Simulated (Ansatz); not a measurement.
# Si2W (I4/mmm): phonon-mediated transition temperature, part 2 of 2

What Tc do the phonons of Si2W (I4/mmm) give, and how does it depend on μ*? The cell shown first is a relaxed one, from steps not shown here.

Ansatz 0.2.0; DFT PBE, scalar-relativistic, plane waves, PAW; PAW set soft_1.

So far, log mean phonon energy ħω_log (meV): step 2 (coupling and resistivity: q 3×3×3, k 9×9×9, scattering …) 23.5; step 3 (k-mesh 12×12×12, scattering mesh 20×20×20, q mesh 4×4×4) 23.8.

### 4. Resistivity: q 6×6×6, k 18×18×18, scattering 24×24×24

The next rung changes the q mesh, which sets the reach of the force constants and couplings; the k mesh of the density and its response; the scattering mesh, which samples the Fermi surface.

input.yaml reads:

```yaml
crystal:
  lattice:
    - [-1.6144737058, 1.6144737058, 3.9343583914]
    - [1.6144737058, -1.6144737058, 3.9343583914]
    - [1.6144737058, 1.6144737058, -3.9343583914]
  atoms:
    - { symbol: Si, position: [0.3344740828, 0.3344740828, 0.0] }
    - { symbol: Si, position: [0.6655259172, 0.6655259172, 0.0] }
    - { symbol: W, position: [0.0, 0.0, 0.0] }
kpoints:
  mp_grid: { grid: [18, 18, 18] }
hamiltonian:
  xc: pbe
  pseudopotentials: { kind: paw, azcp: { folder: soft_1 } }
scf:
  occupations: { method: methfessel_paxton, width: 0.2 }
output:
  eigenvalues: true
phonons:
  method: dfpt
  qmesh: [6, 6, 6]
  temperatures: { t_max: 1000, t_step: 50 }
  qpath:
    path:
      - [0.0, 0.0, 0.0]
      - [0.0, 0.0, 0.5]
      - [0.25, 0.25, 0.25]
      - [0.0, 0.5, 0.0]
      - [0.0, 0.0, 0.0]
      - [0.5, 0.5, -0.5]
    npoints: 6
  electrical_resistivity:
    mesh: [24, 24, 24]
    temperatures: [20.0, 50.0, 80.0, 100.0, 150.0, 200.0, 273.0, 300.0, 400.0, 500.0, 600.0, 800.0]
  superconductivity: { mesh: [24, 24, 24] }
```

Launch:

```bash
> ansatz run input.yaml --threads 16 --pin off --max-ram 92160MiB --backend cuda --events-out ev --progress --plain --runs-dir out --max-vram 78GiB
```

Numbers of over 12 decimals in the logs are rounded to 6 here.

The log of the run:

```text
[...]
Crystal: 3 atoms, lattice volume = 41.020 Å³
Basis set: ecut = 420 eV, 793 PW (Γ), exchange–correlation on 64×64×64 points (8 copies of the dense FFT grid, shifted against one another)
Bands: 15, of which v1, the nominal top of the filled ones, is band 11 counted from 1 (10 counted from 0)
Symmetry: 16 space group operations
k-points: 480 of 5832
[...]
SCF iter   1: F=—  HF=-11658.879027 eV  |F-HF|=—  |Δ(HF+E_count)|=         —  Δρ=5.03e-2  dr2=1.11e0  ethr=3.10e-3  ⟨swp⟩=5.3  Hψ=39302  notcnv=0
[...]
SCF iter   2: F=—  HF=-11658.624179 eV  |F-HF|=—  |Δ(HF+E_count)|=   2.55e-1  S|Δr|=    0.00e0  Δρ=2.63e-2  dr2=2.22e-1  ethr=3.10e-3  ⟨swp⟩=2.3  Hψ=13696  notcnv=0
[...]
SCF iter   9: F=-11658.556414 eV  HF=-11658.556414 eV  |F-HF|=5.46e-12  |Δ(HF+E_count)|=  1.09e-11  S|Δr|=    0.00e0  Δρ=3.72e-8  dr2=3.21e-13  ethr=1.00e-12  ⟨swp⟩=5.2  Hψ=34334  notcnv=0
SCF 1 converged in 9 iterations: F = -11658.556414 eV  dr2 = 3.21e-13
[...]
SCF iter   2: F=-11658.556414 eV  HF=-11658.556414 eV  |F-HF|=3.64e-12  |Δ(HF+E_count)|=  2.09e-10  S|Δr|=    0.00e0  Δρ=5.56e-8  dr2=1.31e-12  ethr=1.00e-12  ⟨swp⟩=5.4  Hψ=29631  notcnv=0
SCF 2 converged in 2 iterations: F = -11658.556414 eV  dr2 = 1.31e-12
phonons: the bands overlap, so this run is a metal and interpolates without the dipole-dipole term. If the crystal is really an insulator or semiconductor, its LO-TO splitting is missing
[...]
NSCF: frozen V_eff on 480 k-points, pencils in batches of 32, up to order 60
[...]
SCF 3 converged in 9 iterations: F = -11658.556414 eV  dr2 = 3.12e-13
[...]
SCF converged after 9 iterations
[...]
vibrations of 216 cells: unjudged by the run; compare a larger repeat
[...]
--- Superconductivity: potentials and phonons of a 6×6×6 supercell ---
           mesh         λ    ħω_log (meV)  μ* declared at (meV)
       24×24×24    0.0919          24.326               31.546
       12×12×12    0.0938          24.779               31.704
          6×6×6    0.0963          26.725               32.384
  λ by the species' shares of the modes' patterns: Si 0.0451, W 0.0468
[...]
0.08      0.000         0.000    none_found    none_found    none_found    none_found     none_found
      0.10          -             -    none_found    none_found    none_found    none_found     none_found
      0.12          -             -    none_found    none_found    none_found    none_found     none_found
      0.13          -             -    none_found    none_found    none_found    none_found     none_found
      0.14          -             -    none_found    none_found    none_found    none_found     none_found
      0.16          -             -    none_found    none_found    none_found    none_found     none_found
      0.20          -             -    none_found    none_found    none_found    none_found     none_found
  none_found: no transition down to 0.1 K
[...]
vibrations of 216 cells: unjudged by the run; compare a larger repeat
[...]
```

The job ended after 6 min (1 × NVIDIA GB200 with 16 threads of Arm Neoverse V2, shared host; peak memory 18 GiB).

Numbers from this step:

```
highest frequency, solved or plainly interpolated : 452.4 cm⁻¹
resistivity at 300 K                              : 12.6 μΩ cm, mean of the axes
coupling constant λ                               : 0.09187
density of states at the Fermi level              : 0.1137 states/eV a spin and cell
log mean phonon energy ħω_log                     : 24.33 meV
transport coupling constant λ_tr                  : 0.09077, 0.09077, 0.07831 (xx, yy, zz)
Drude plasma energy                               : 2.603, 2.603, 2.973 eV (xx, yy, zz)
resistivity times mean free path                  : 52.46, 52.46, 40.59 × 10⁻¹⁶ Ω m² (xx, yy, zz)
second-moment phonon energy ħω₂                   : 31.55 meV
```

An empty cell: under 1 mK by a formula, or no transition down to the floor of the Eliashberg search. Transition temperatures:

```tsv
μ*	McMillan Tc (K)	Allen–Dynes Tc (K)
0.08	-	-
0.1	-	-
0.12	-	-
0.13	-	-
0.14	-	-
0.16	-	-
0.2	-	-
```

The Eliashberg function α²F has structure finer than the step of the table below, so its rows give means over 2 meV, whole bins alone (the curve runs from 0.219 to 55.9 meV). Peaks (meV: height): α²F 22.1: 0.051, 30.9: 0.0864, 38.4: 0.0675, 44.5: 0.0603, 52.8: 0.165; α²F tr 22.1: 0.0528, 30.9: 0.0956, 38.4: 0.0757, 45.8: 0.0709, 52.8: 0.11.

Table of Eliashberg function α²F by phonon energy; means over each step:

```tsv
phonon energy (meV)	α²F	α²F tr
2	1.3e-4	3.7e-6
4	7.6e-4	1.9e-4
6	0.00199	8.3e-4
8	0.00416	0.00273
10	0.00803	0.00702
12	0.0136	0.0129
14	0.0210	0.0192
16	0.0290	0.0252
18	0.0293	0.0265
20	0.0329	0.0267
22	0.0452	0.0446
24	0.0120	0.00997
26	0	0
28	0	0
30	0.0223	0.0241
32	0.0481	0.0526
34	0.0166	0.0227
36	0.00791	0.00990
38	0.0469	0.0565
40	0.0448	0.0445
42	0.0320	0.0254
44	0.0548	0.0508
46	0.0448	0.0632
48	0.0108	0.0173
50	0.00361	0.00425
52	0.0795	0.0633
54	0.0378	0.0211
```

The Eliashberg function α²F has structure finer than the step of the table below, so its rows give means over 2 meV, whole bins alone (the curve runs from 0.219 to 55.9 meV). Peaks (meV: height): α²F 22.1: 0.051, 30.9: 0.0864, 38.4: 0.0675, 44.5: 0.0603, 52.8: 0.165; Si 30.9: 0.0756, 38.4: 0.0647, 44.5: 0.0531, 52.8: 0.163; W 16.9: 0.0321, 22.1: 0.0489, 30.9: 0.0109, 44.5: 0.0072.

The Eliashberg function α²F by phonon energy; means over each step:

```tsv
phonon energy (meV)	α²F	Si	W
2	1.3e-4	1.8e-5	8.1e-5
4	7.6e-4	1.6e-4	6.0e-4
6	0.00199	4.3e-4	0.00156
8	0.00416	8.7e-4	0.00331
10	0.00803	0.00152	0.00655
12	0.0136	0.00227	0.0114
14	0.0210	0.00281	0.0181
16	0.0290	0.00271	0.0263
18	0.0293	0.00205	0.0273
20	0.0329	0.00190	0.0310
22	0.0452	0.00185	0.0433
24	0.0120	2.3e-4	0.0118
26	0	0	0
28	0	0	0
30	0.0223	0.0202	0.00216
32	0.0481	0.0419	0.00626
34	0.0166	0.0144	0.00223
36	0.00791	0.00707	8.2e-4
38	0.0469	0.0450	0.00193
40	0.0448	0.0432	0.00157
42	0.0320	0.0295	0.00247
44	0.0548	0.0484	0.00638
46	0.0448	0.0400	0.00478
48	0.0108	0.0101	7.1e-4
50	0.00361	0.00354	4.6e-5
52	0.0795	0.0784	0.00117
54	0.0378	0.0372	5.0e-4
```

### 5. Outcome

* meshes: q 6×6×6, k 18×18×18, scattering 24×24×24
* coupling constant λ: 0.0919
* log mean phonon energy ħω_log: 24.3 meV

In the last run (PBE, q 6×6×6, k 18×18×18, scattering 24×24×24), with λ = 0.092 and ħω_log = 24.3 meV, Tc at μ* = 0.13 is under 1 mK by the formulas. In that run Allen and Dynes's formula gives no transition above 0.05 K at μ* = 0.10 or more. By the run's own test λ is not converged in the fine mesh: it moves by 2 % between the two finest, and by up to 4 % in the other runs. The run's transport test calls it not converged in the mesh; ρ(300 K) moves by 9 % in the component that moves most. Over the runs, λ takes the values 0.0839, 0.0889 and 0.0919, in the order shown. No spin–orbit coupling, which matters for W. μ* is a typed number, phonons are harmonic, and spin fluctuations are left out; with λ this near or under μ*(1 + 0.62 λ), the formulas give Tc only to its order of magnitude, or none.

[Logs are printed without paths, hosts, clocks, repeated set-up lines and the standing remarks that a program may print on its own settings, such as how far it seeks lower states.]

[Hosts, paths, dates, database ids (printed as entryN), source tags and the programs' standing remarks are cut or masked in the printed files.]
